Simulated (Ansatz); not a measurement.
## Sc2Cu (built on the sites of a database entry of Al2Au): phonons and vibrational spectra

How does Sc2Cu (built on the sites of a database entry of Al2Au) vibrate, and is this structure a minimum?

Program: Ansatz 0.2.0. Level of theory: DFT PBEsol, scalar-relativistic, plane waves, PAW. Results are calculated unless marked as measured.

This is a report of a sequence of runs, with most program output left out.

The structure was built from a prototype and need not be the compound's stable phase.

### 1. Set-up

The structure is cubic, space group Fm-3m (No. 225). Conventional cell: a = 7.220 Å, b = 7.220 Å, c = 7.220 Å, α = 90.00°, β = 90.00°, γ = 90.00°. Nearest to Sc lie 4 Cu at 3.13 Å. Nearest to Cu lie 8 Sc at 3.13 Å. Farther neighbours are not listed.

### 2. Rough relaxation

A rough relaxation comes first, because large forces or stress need no tight tolerances yet.

File input.yaml:

```yaml
crystal:
  lattice:
    - [0.0, 3.60977, 3.60977]
    - [3.60977, 0.0, 3.60977]
    - [3.60977, 3.60977, 0.0]
  atoms:
    - { symbol: Sc, position: [0.25, 0.25, 0.25] }
    - { symbol: Sc, position: [0.75, 0.75, 0.75] }
    - { symbol: Cu, position: [0.0, 0.0, 0.0] }
kpoints:
  mp_grid: { grid: [6, 6, 6] }
hamiltonian:
  xc: pbesol
scf:
  occupations: { method: gaussian, width: 0.1 }
output:
  forces: true
  stress: true
  eigenvalues: true
relax:
  adjacent_minimum: "off"
  f_tol: 0.05
  max_steps: 80
  cell: { stress_tol: 0.5 }
```

Run with:

```console
> ansatz run input.yaml --threads 8 --pin off --max-ram 14336MiB --backend cpu --events-out ev --progress --plain --runs-dir out
```

The job ended after 2.4 s (8 threads of Arm Neoverse V2, shared host; peak memory 0.47 GiB).

Step by step:

| step | energy less that of the first step (eV) | largest force component (eV/Å) | pressure (GPa) | volume (Å³) |
| --- | --- | --- | --- | --- |
| 1 | 0.0000 | 0.0000 | -12.51 | 94.07 |
| 2 | -0.9707 | 0.0000 | -10.78 | 80.98 |
| 3 | -1.6153 | 0.0000 | -5.59 | 69.00 |
| 4 | -1.6999 | 0.0000 | 3.92 | 59.56 |
| 5 | -1.7359 | 0.0000 | -0.04 | 62.70 |
| 6* | -1.7335 | 0.0000 | -0.06 | 62.70 |

Relaxation steps marked * repeat the geometry before them on a plane-wave basis chosen anew for their cell, so energy and pressure can jump there.

The run keeps the 48 symmetry operations that it works with, so distortions that break them were not tested.

| cell as run | before | after | change |
| --- | --- | --- | --- |
| a (Å) | 5.105 | 4.459 | -12.7 % |
| b (Å) | 5.105 | 4.459 | -12.7 % |
| c (Å) | 5.105 | 4.459 | -12.7 % |
| volume (Å³/atom) | 31.36 | 20.90 | -33.4 % |

The relaxed structure:

```xyz
3
Lattice="0.0000 3.1531 3.1531 3.1531 0.0000 3.1531 3.1531 3.1531 0.0000" Properties=species:S:1:pos:R:3 pbc="T T T"
Sc    1.5766    1.5766    1.5766
Sc    4.7297    4.7297    4.7297
Cu    0.0000    0.0000    0.0000
```

Numbers from this step:

```yaml
pressure: -0.05816 GPa
volume_per_atom: 20.90 Å³
gap_on_the_k_mesh: 0 eV
```

In this step the volume went from 31.36 to 20.90 Å³/atom.

### 3. Relaxation

Harmonic phonons are second derivatives at a point where the forces vanish, and they are wanted at zero stress, so atoms and cell are relaxed first.

File input.yaml:

```yaml
crystal:
  lattice:
    - [0.0, 3.1531311762, 3.1531311762]
    - [3.1531311762, 0.0, 3.1531311762]
    - [3.1531311762, 3.1531311762, 0.0]
  atoms:
    - { symbol: Sc, position: [0.25, 0.25, 0.25] }
    - { symbol: Sc, position: [0.75, 0.75, 0.75] }
    - { symbol: Cu, position: [0.0, 0.0, 0.0] }
kpoints:
  mp_grid: { grid: [10, 10, 10] }
hamiltonian:
  xc: pbesol
scf:
  occupations: { method: gaussian, width: 0.1 }
output:
  forces: true
  stress: true
  eigenvalues: true
  write_density: true
  write_potential: true
  elf: true
  volumetric_format: npy
relax:
  adjacent_minimum: "off"
  f_tol: 0.005
  max_steps: 80
  cell: { stress_tol: 0.05 }
```

Wall time 2.6 s (8 threads); peak memory 0.48 GiB; 16 s of CPU time.

Little changed from the start: no atom moved by 0.005 Å and no cell edge by 0.1 %.

This step gave:

| Quantity | Value |
| --- | --- |
| pressure | -1.93e-4 GPa |
| volume per atom | 20.86 Å³ |

ELF in the ac plane of the cell as run, not the conventional one, at fractional y = 0.250, with atoms of Sc within 0.2 Å of it. It is the smooth field of the valence electrons, not physical close to the nuclei.

Ten even steps from '0' (0.08) to '9' (0.71), each cell a mean:
```
24530000354222
23564101465322
23576422577532
44577633467754
55567642246765
22234532224543
01110122223210
26762012343200
49999401566410
39737920477640
17823961367763
22887971255555
42279961254334
44213420254222
```
Columns run along a (4.5 Å), rows up along c (4.5 Å). Atoms in or near the plane, at fractional coordinates: Sc at (0.25, 0.25).

Electrostatic potential energy in the ac plane of the cell as run, not the conventional one, at fractional y = 0.250, with atoms of Sc within 0.2 Å of it. With pseudopotentials it is smooth inside the atoms' cores, unlike the true potential.

Ten even steps from '_' (-50 eV) to '@' (14 eV), each cell a mean:
```
%%@@@@@@@@%%%%@@@@@@@@%%%%%%
%%@@@@@@@@@@@@@@@@@@@@@@%%%%
%%@@@@@@@@@@@@@@@@@@@@@@@@%%
@@@@@@@@@@@@@@@@@@@@@@@@@@@@
@@@@@@@@@@@@@@@@@@@@@@@@@@@@
@@@@@@@@@@@@@@@@@@@@@@@@@@@@
%%####%%@@@@@@@@@@@@@@@@@@@@
##**++**##%%@@@@@@@@@@@@@@%%
##==....==##%%@@@@@@@@@@@@%%
##==______==##@@@@@@@@@@@@@@
%%++..____..**%%@@@@@@@@@@@@
@@##++..__..++##@@@@@@@@@@@@
@@%%##++====**##@@@@@@@@@@@@
@@@@@@%%######%%@@@@@@%%%%%%
```
Columns run along a (4.5 Å; values clipped at the 3rd and 97th percentile), rows up along c (4.5 Å). Atoms in or near the plane, at fractional coordinates: Sc at (0.25, 0.25).

Valence density in the ac plane of the cell as run, not the conventional one, at fractional y = 0.250, with atoms of Sc within 0.2 Å of it. It is the smooth field of the valence electrons, not physical close to the nuclei.

Values in e/Å³, 14 rows by 14 columns, each cell a mean:
```
0.4 0.3 0.2 0.1 0.1 0.1 0.1 0.1 0.1 0.2 0.2 0.4 0.6 0.6
0.4 0.3 0.2 0.1 0.1 0.1 0.1 0.1 0.1 0.1 0.2 0.3 0.5 0.6
0.4 0.3 0.2 0.1 0.1 0.1 0.1 0.1 0.1 0.1 0.2 0.2 0.3 0.4
0.3 0.2 0.2 0.1 0.1 0.1 0.1 0.1 0.1 0.1 0.1 0.2 0.2 0.2
0.2 0.2 0.2 0.1 0.1 0.1 0.1 0.1 0.1 0.1 0.1 0.1 0.1 0.2
0.2 0.2 0.2 0.1 0.1 0.1 0.1 0.1 0.1 0.1 0.1 0.1 0.1 0.1
0.2 0.4 0.4 0.3 0.1 0.1 0.1 0.1 0.1 0.1 0.1 0.1 0.1 0.1
0.4 1.1 1.6 1.1 0.5 0.2 0.1 0.1 0.1 0.1 0.1 0.1 0.1 0.1
0.6 2.4 4.4 4.3 2.4 0.6 0.2 0.1 0.1 0.1 0.1 0.1 0.1 0.1
0.5 2.5 5.8 7.0 5.6 2.4 0.5 0.1 0.1 0.1 0.1 0.1 0.1 0.1
0.3 1.5 4.7 7.1 7.0 4.3 1.1 0.3 0.1 0.1 0.1 0.1 0.1 0.1
0.2 0.5 1.9 4.7 5.8 4.4 1.6 0.4 0.2 0.2 0.2 0.2 0.2 0.2
0.2 0.2 0.5 1.5 2.5 2.4 1.1 0.4 0.2 0.2 0.2 0.3 0.3 0.3
0.3 0.2 0.2 0.3 0.5 0.6 0.4 0.2 0.2 0.2 0.3 0.4 0.4 0.4
```
Columns run along a (4.5 Å), rows up along c (4.5 Å). Atoms in or near the plane, at fractional coordinates: Sc at (0.25, 0.25).

In this step the volume went from 20.90 to 20.86 Å³/atom.

### 4. Relaxing to small forces for the phonons

Phonons need a cell at rest on their own settings, so the relaxation is repeated with tight tolerances on forces and stress on the k mesh and occupations of the first response run.

File input.yaml:

```yaml
crystal:
  lattice:
    - [0.0, 3.15121615, 3.15121615]
    - [3.15121615, 0.0, 3.15121615]
    - [3.15121615, 3.15121615, 0.0]
  atoms:
    - { symbol: Sc, position: [0.25, 0.25, 0.25] }
    - { symbol: Sc, position: [0.75, 0.75, 0.75] }
    - { symbol: Cu, position: [0.0, 0.0, 0.0] }
kpoints:
  mp_grid: { grid: [10, 10, 10] }
hamiltonian:
  xc: pbesol
scf:
  occupations: { method: methfessel_paxton, width: 0.15 }
output:
  forces: true
  stress: true
  eigenvalues: true
relax:
  adjacent_minimum: "off"
  f_tol: 0.001
  max_steps: 60
  cell: { stress_tol: 0.01 }
```

Elapsed: 2.3 s, on 8 threads; peak memory 0.48 GiB; 14 s of CPU time.

Little changed from the start: no atom moved by 0.005 Å and no cell edge by 0.1 %.

This step gave:

* pressure: 5.68e-5 GPa
* volume per atom: 20.85 Å³

The forces vanish by symmetry and the pressure is 0.000 GPa, within the tolerances set. The cell now holds 20.85 Å³/atom.

### 5. Modes at Γ

The zone centre comes first: it holds the modes that light can see, as far as symmetry allows. No field response is asked, since the mesh shows no gap.

input.yaml, the sections that differ from step 4:

```yaml
crystal:
  lattice:
    - [0.0, 3.1508172729, 3.1508172729]
    - [3.1508172729, 0.0, 3.1508172729]
    - [3.1508172729, 3.1508172729, 0.0]
  atoms:
    - { symbol: Sc, position: [0.25, 0.25, 0.25] }
    - { symbol: Sc, position: [0.75, 0.75, 0.75] }
    - { symbol: Cu, position: [0.0, 0.0, 0.0] }
output:
  eigenvalues: true
phonons:
  method: dfpt
# kpoints, hamiltonian, scf: as in step 4
# relax: removed
```

It took 6.8 s on 8 threads; peak memory 0.87 GiB; 46 s of CPU time.

This step gave:

| Quantity | Value |
| --- | --- |
| sum-rule residual before enforcement | 1.63e-5 eV/Å² |
| point group | m-3m |
| highest optical mode at the zone centre (no LO-TO term) | 226.1 cm⁻¹ |
| lowest optical zone-centre mode | 180.4 cm⁻¹ |

Patterns of degenerate modes are one choice out of their space. Modes at Γ, with each element's share of the kinetic energy:

| mode | frequency (cm⁻¹) | symmetry | Sc % | Cu % |
| --- | --- | --- | --- | --- |
| 1 | 0.0 | acoustic | 59 | 41 |
| 2 | 0.0 | acoustic | 59 | 41 |
| 3 | 0.0 | acoustic | 59 | 41 |
| 4 | 180.4 | T1u | 41 | 59 |
| 5 | 180.4 | T1u | 41 | 59 |
| 6 | 180.4 | T1u | 41 | 59 |
| 7 | 226.1 | T2g | 100 | 0 |
| 8 | 226.1 | T2g | 100 | 0 |
| 9 | 226.1 | T2g | 100 | 0 |

Displacements in mode 4 (180.4 cm⁻¹), the largest set to 1:
```
Sc1  0.00 -0.54 -0.71
Sc2  0.00 -0.54 -0.71
Cu3  0.00  0.77  1.00
```

Displacements in mode 9 (226.1 cm⁻¹), the largest set to 1:
```
Sc1  0.00 -0.31  1.00
Sc2  0.00  0.31 -1.00
Cu3  0.00  0.00  0.00
```

Before it was imposed, the acoustic sum rule was missed by 1.6e-5 eV/Å². Small misses are needed for a sound result but don't prove that mesh and cutoff are converged. The lowest optical mode is real, 180 cm⁻¹.

### 6. The dispersion

Stability and thermal properties need the whole zone. Linear response on a 2×2×2 q mesh gives force constants as far as a supercell of that size would.

input.yaml: that of step 5 with these lines changed.

```diff
@@ -19 +19,8 @@
   method: dfpt
+  qmesh: [2, 2, 2]
+  temperatures: { t_max: 1000, t_step: 50 }
+  qpath:
+    path:
+      - [[0.0, 0.0, 0.0], [0.5, 0.0, 0.5], [0.625, 0.25, 0.625]]
+      - [[0.375, 0.375, 0.75], [0.0, 0.0, 0.0], [0.5, 0.5, 0.5], [0.5, 0.25, 0.75], [0.5, 0.0, 0.5]]
+    npoints: 10
```

Elapsed: 29 s, on 8 threads; peak memory 1.5 GiB.

This step gave:

* lowest frequency on the path: -58.64 cm⁻¹
* highest frequency on the path or at a solved wavevector: 226.1 cm⁻¹
* lowest mode on the q mesh (acoustic modes at Γ apart): -58.64 cm⁻¹

Frequencies (cm⁻¹) solved at each irreducible wavevector; negative means imaginary. Frequencies by wavevector, by row:

| q in reciprocal lattice units | star | mode 1 | mode 2 | mode 3 | mode 4 | mode 5 | mode 6 | mode 7 | mode 8 | mode 9 |
| --- | --- | --- | --- | --- | --- | --- | --- | --- | --- | --- |
| 0 0 0 | 1 | 0 | 0 | 0 | 180.4 | 180.4 | 180.4 | 226.1 | 226.1 | 226.1 |
| 0 0 -0.5 | 4 | 103.8 | 103.8 | 137.4 | 157.4 | 157.4 | 160.9 | 163.9 | 185.1 | 185.1 |
| 0 -0.5 -0.5 | 3 | -58.6 | 70.2 | 70.2 | 133.8 | 133.8 | 164.4 | 195.8 | 213.5 | 213.5 |

Interpolated from a 2×2×2 q mesh, rough between the solved points. Phonon branches along the path, in cm⁻¹:

| point | branch 1 | branch 2 | branch 3 | branch 4 | branch 5 | branch 6 | branch 7 | branch 8 | branch 9 |
| --- | --- | --- | --- | --- | --- | --- | --- | --- | --- |
| Γ | 0 | 0 | 0 | 180 | 180 | 180 | 226 | 226 | 226 |
| halfway | 51 | 51 | 118 | 155 | 156 | 156 | 187 | 221 | 221 |
| X | -59 | 70 | 70 | 134 | 134 | 164 | 196 | 214 | 214 |
| halfway | -53 | 77 | 80 | 132 | 135 | 163 | 198 | 209 | 210 |
| U | -33 | 94 | 102 | 128 | 139 | 160 | 196 | 202 | 203 |
| jump to K | -33 | 94 | 102 | 128 | 139 | 160 | 196 | 202 | 203 |
| halfway | 50 | 82 | 115 | 150 | 164 | 180 | 186 | 190 | 221 |
| Γ | 0 | 0 | 0 | 180 | 180 | 180 | 226 | 226 | 226 |
| halfway | 62 | 62 | 92 | 162 | 172 | 172 | 208 | 208 | 208 |
| L | 104 | 104 | 137 | 157 | 157 | 161 | 164 | 185 | 185 |
| halfway | 84 | 89 | 116 | 139 | 147 | 164 | 170 | 197 | 202 |
| W | -24 | 50 | 129 | 138 | 138 | 169 | 169 | 205 | 208 |
| halfway | -48 | 63 | 102 | 131 | 136 | 162 | 199 | 200 | 212 |
| X | -59 | 70 | 70 | 134 | 134 | 164 | 196 | 214 | 214 |

Tetrahedra on a 18×18×18 mesh, mean over bins of 5 cm-1. Interpolated from a 2×2×2 q mesh, rough between the solved points. Table of phonon density of states by wavenumber; read off at these points:

wavenumber (cm⁻¹), phonon density of states (1/cm⁻¹/cell) and a bar:
```
      -58      0.000 
      -48      0.002 #
      -38      0.002 #
      -28      0.002 
      -18      0.002 
       -8      0.002 
        2      0.002 
       12      0.002 #
       22      0.004 #
       32      0.007 ##
       42      0.012 ###
       52      0.024 #######
       62      0.034 ##########
       72      0.035 ##########
       82      0.031 #########
       88      0.031 #########
       98      0.035 ##########
      102      0.038 ###########
      108      0.029 ########
      118      0.036 ##########
      128      0.030 #########
      138      0.081 ########################
      142      0.104 ##############################
      148      0.070 ####################
      158      0.088 #########################
      168      0.032 #########
      178      0.046 #############
      188      0.065 ###################
      198      0.071 #####################
      208      0.077 ######################
      218      0.046 #############
      228      0.002
```

The partial phonon density of states has structure finer than the step of the table below, so its rows give means over 10 cm⁻¹, whole bins alone (the curve runs from -67.1 to 243 cm⁻¹). Peaks (cm⁻¹: height): Cu 141.5: 0.0680, 159.1: 0.0500; Sc 75.2: 0.0305, 104.5: 0.0296, 122.0: 0.0222, 159.1: 0.0429, 196.1: 0.0696, 211.7: 0.0709.

Phonopy on the run's constants, 15x15x15 mesh, Gaussian sigma 2.2 cm-1. Interpolated from a 2×2×2 q mesh, rough between the solved points. Table of partial phonon density of states by wavenumber; means over each step; values in 1/cm⁻¹/cell:

| wavenumber (cm⁻¹) | Cu | Sc |
| --- | --- | --- |
| -60 | 0 | 3.8e-4 |
| -50 | 0 | 0.00218 |
| -40 | 0 | 0.00254 |
| -30 | 0 | 0.00221 |
| -20 | 1.7e-6 | 0.00306 |
| -10 | 1.1e-6 | 6.4e-4 |
| 0 | 3.7e-5 | 0.00130 |
| 10 | 1.3e-4 | 2.7e-4 |
| 20 | 5.0e-4 | 0.00285 |
| 30 | 0.00149 | 0.00602 |
| 40 | 0.00249 | 0.00734 |
| 50 | 0.00445 | 0.0180 |
| 60 | 0.00607 | 0.0260 |
| 70 | 0.00648 | 0.0280 |
| 80 | 0.00641 | 0.0243 |
| 90 | 0.00921 | 0.0225 |
| 100 | 0.0136 | 0.0212 |
| 110 | 0.0137 | 0.0169 |
| 120 | 0.0143 | 0.0180 |
| 130 | 0.0228 | 0.0159 |
| 140 | 0.0599 | 0.0271 |
| 150 | 0.0455 | 0.0265 |
| 160 | 0.0409 | 0.0369 |
| 170 | 0.0158 | 0.0285 |
| 180 | 0.0157 | 0.0365 |
| 190 | 0.0108 | 0.0520 |
| 200 | 0.00523 | 0.0649 |
| 210 | 0.00327 | 0.0683 |
| 220 | 0.00133 | 0.0363 |
| 230 | 6.2e-5 | 0.00332 |

Symmetry leaves 3 wavevectors to solve. The lowest mode among them, the acoustic zeros apart, lies at q = (0, -0.5, -0.5) and is imaginary, 58.6i cm⁻¹, so the energy falls along it.

### 7. Isotope substitution

An isotope changes the mass and not the force constants, so no new electronic calculation is needed; the shifts show which modes move this element.

The same force constants with the mass of Cu changed from 63.546 to 64.928 u (phonopy, no LO-TO term). Both lists are sorted by frequency; levels can cross, so a row need not hold one and the same mode. Modes under 3 cm⁻¹ are left out. Isotope shifts, by row:

| q | rank | natural mass (cm⁻¹) | changed mass (cm⁻¹) |
| --- | --- | --- | --- |
| 0 0 0 | 4 | 180.4 | 179.3 |
| 0 0 0 | 5 | 180.4 | 179.3 |
| 0 0 0 | 6 | 180.4 | 179.3 |
| 0 0 0 | 7 | 226.1 | 226.1 |
| 0 0 0 | 8 | 226.1 | 226.1 |
| 0 0 0 | 9 | 226.1 | 226.1 |
| 0 0 -0.5 | 1 | 103.8 | 103 |
| 0 0 -0.5 | 2 | 103.8 | 103 |
| 0 0 -0.5 | 3 | 137.4 | 137 |
| 0 0 -0.5 | 4 | 157.4 | 157.4 |
| 0 0 -0.5 | 5 | 157.4 | 157.4 |
| 0 0 -0.5 | 6 | 160.9 | 159.6 |
| 0 0 -0.5 | 7 | 163.9 | 163.9 |
| 0 0 -0.5 | 8 | 185.1 | 184.6 |
| 0 0 -0.5 | 9 | 185.1 | 184.6 |
| 0 -0.5 -0.5 | 1 | -58.64 | -58.64 |
| 0 -0.5 -0.5 | 2 | 70.22 | 70.22 |
| 0 -0.5 -0.5 | 3 | 70.22 | 70.22 |
| 0 -0.5 -0.5 | 4 | 133.8 | 132.4 |
| 0 -0.5 -0.5 | 5 | 133.8 | 132.4 |
| 0 -0.5 -0.5 | 6 | 164.4 | 162.7 |
| 0 -0.5 -0.5 | 7 | 195.8 | 195.8 |
| 0 -0.5 -0.5 | 8 | 213.5 | 213.4 |
| 0 -0.5 -0.5 | 9 | 213.5 | 213.4 |

A mode of this element alone would shift by -1.07 %. The highest zone-centre frequency without the field goes from 226.1 to 226.1 cm⁻¹ (+0.0 %). The product of the frequency ratios over all optical modes at Γ is 0.981; the product rule, (m/m′)^(3k/2) (M′/M)^(3/2) with k = 1 such atoms and M the mass of the cell, gives 0.981.

### 8. What came out

```json
{
 "space group after relaxation (within 0.01 Å)": "Fm-3m",
 "volume per atom": "20.9 Å³",
 "electronic character": "no gap on this mesh",
 "highest optical mode at the zone centre (no LO-TO term)": "226 cm⁻¹",
 "lowest optical zone-centre mode": "180 cm⁻¹",
 "lowest mode on the q mesh (acoustic modes at Γ apart)": "-58.6 cm⁻¹",
 "highest frequency on the path or at a solved wavevector": "226 cm⁻¹",
 "imaginary modes on the 2×2×2 q mesh": "yes"
}
```

What this shows: Modes are clearly imaginary (beyond 10i cm⁻¹) at 1 of the 3 irreducible wavevectors, most at q = (0, -0.5, -0.5) (58.6i cm⁻¹), so this structure is not a minimum of the energy. The optical modes at Γ span 180 to 226 cm⁻¹. The highest mode in this list at Γ, 226.1 cm⁻¹, is mostly motion of Sc (100 % of the kinetic energy). The q mesh stands for a supercell only 8.9 Å across, so branches between the solved wavevectors are rough. With no gap, or one that is small against the smearing, the frequencies hang on the k mesh and the smearing, most of all near Kohn anomalies. The phonon runs are without spin polarisation, although the cell has an odd electron count. The starting cell was built on a prototype and not taken from a measurement, so the phase need not exist. These are harmonic frequencies at zero temperature: anharmonic shifts, linewidths and thermal expansion are left out.

[Logs are printed without paths, hosts, clocks, repeated set-up lines and the standing remarks that a program may print on its own settings, such as how far it seeks lower states.]

[Hosts, paths, dates, database ids (printed as entryN), source tags and the programs' standing remarks are cut or masked in the printed files.]
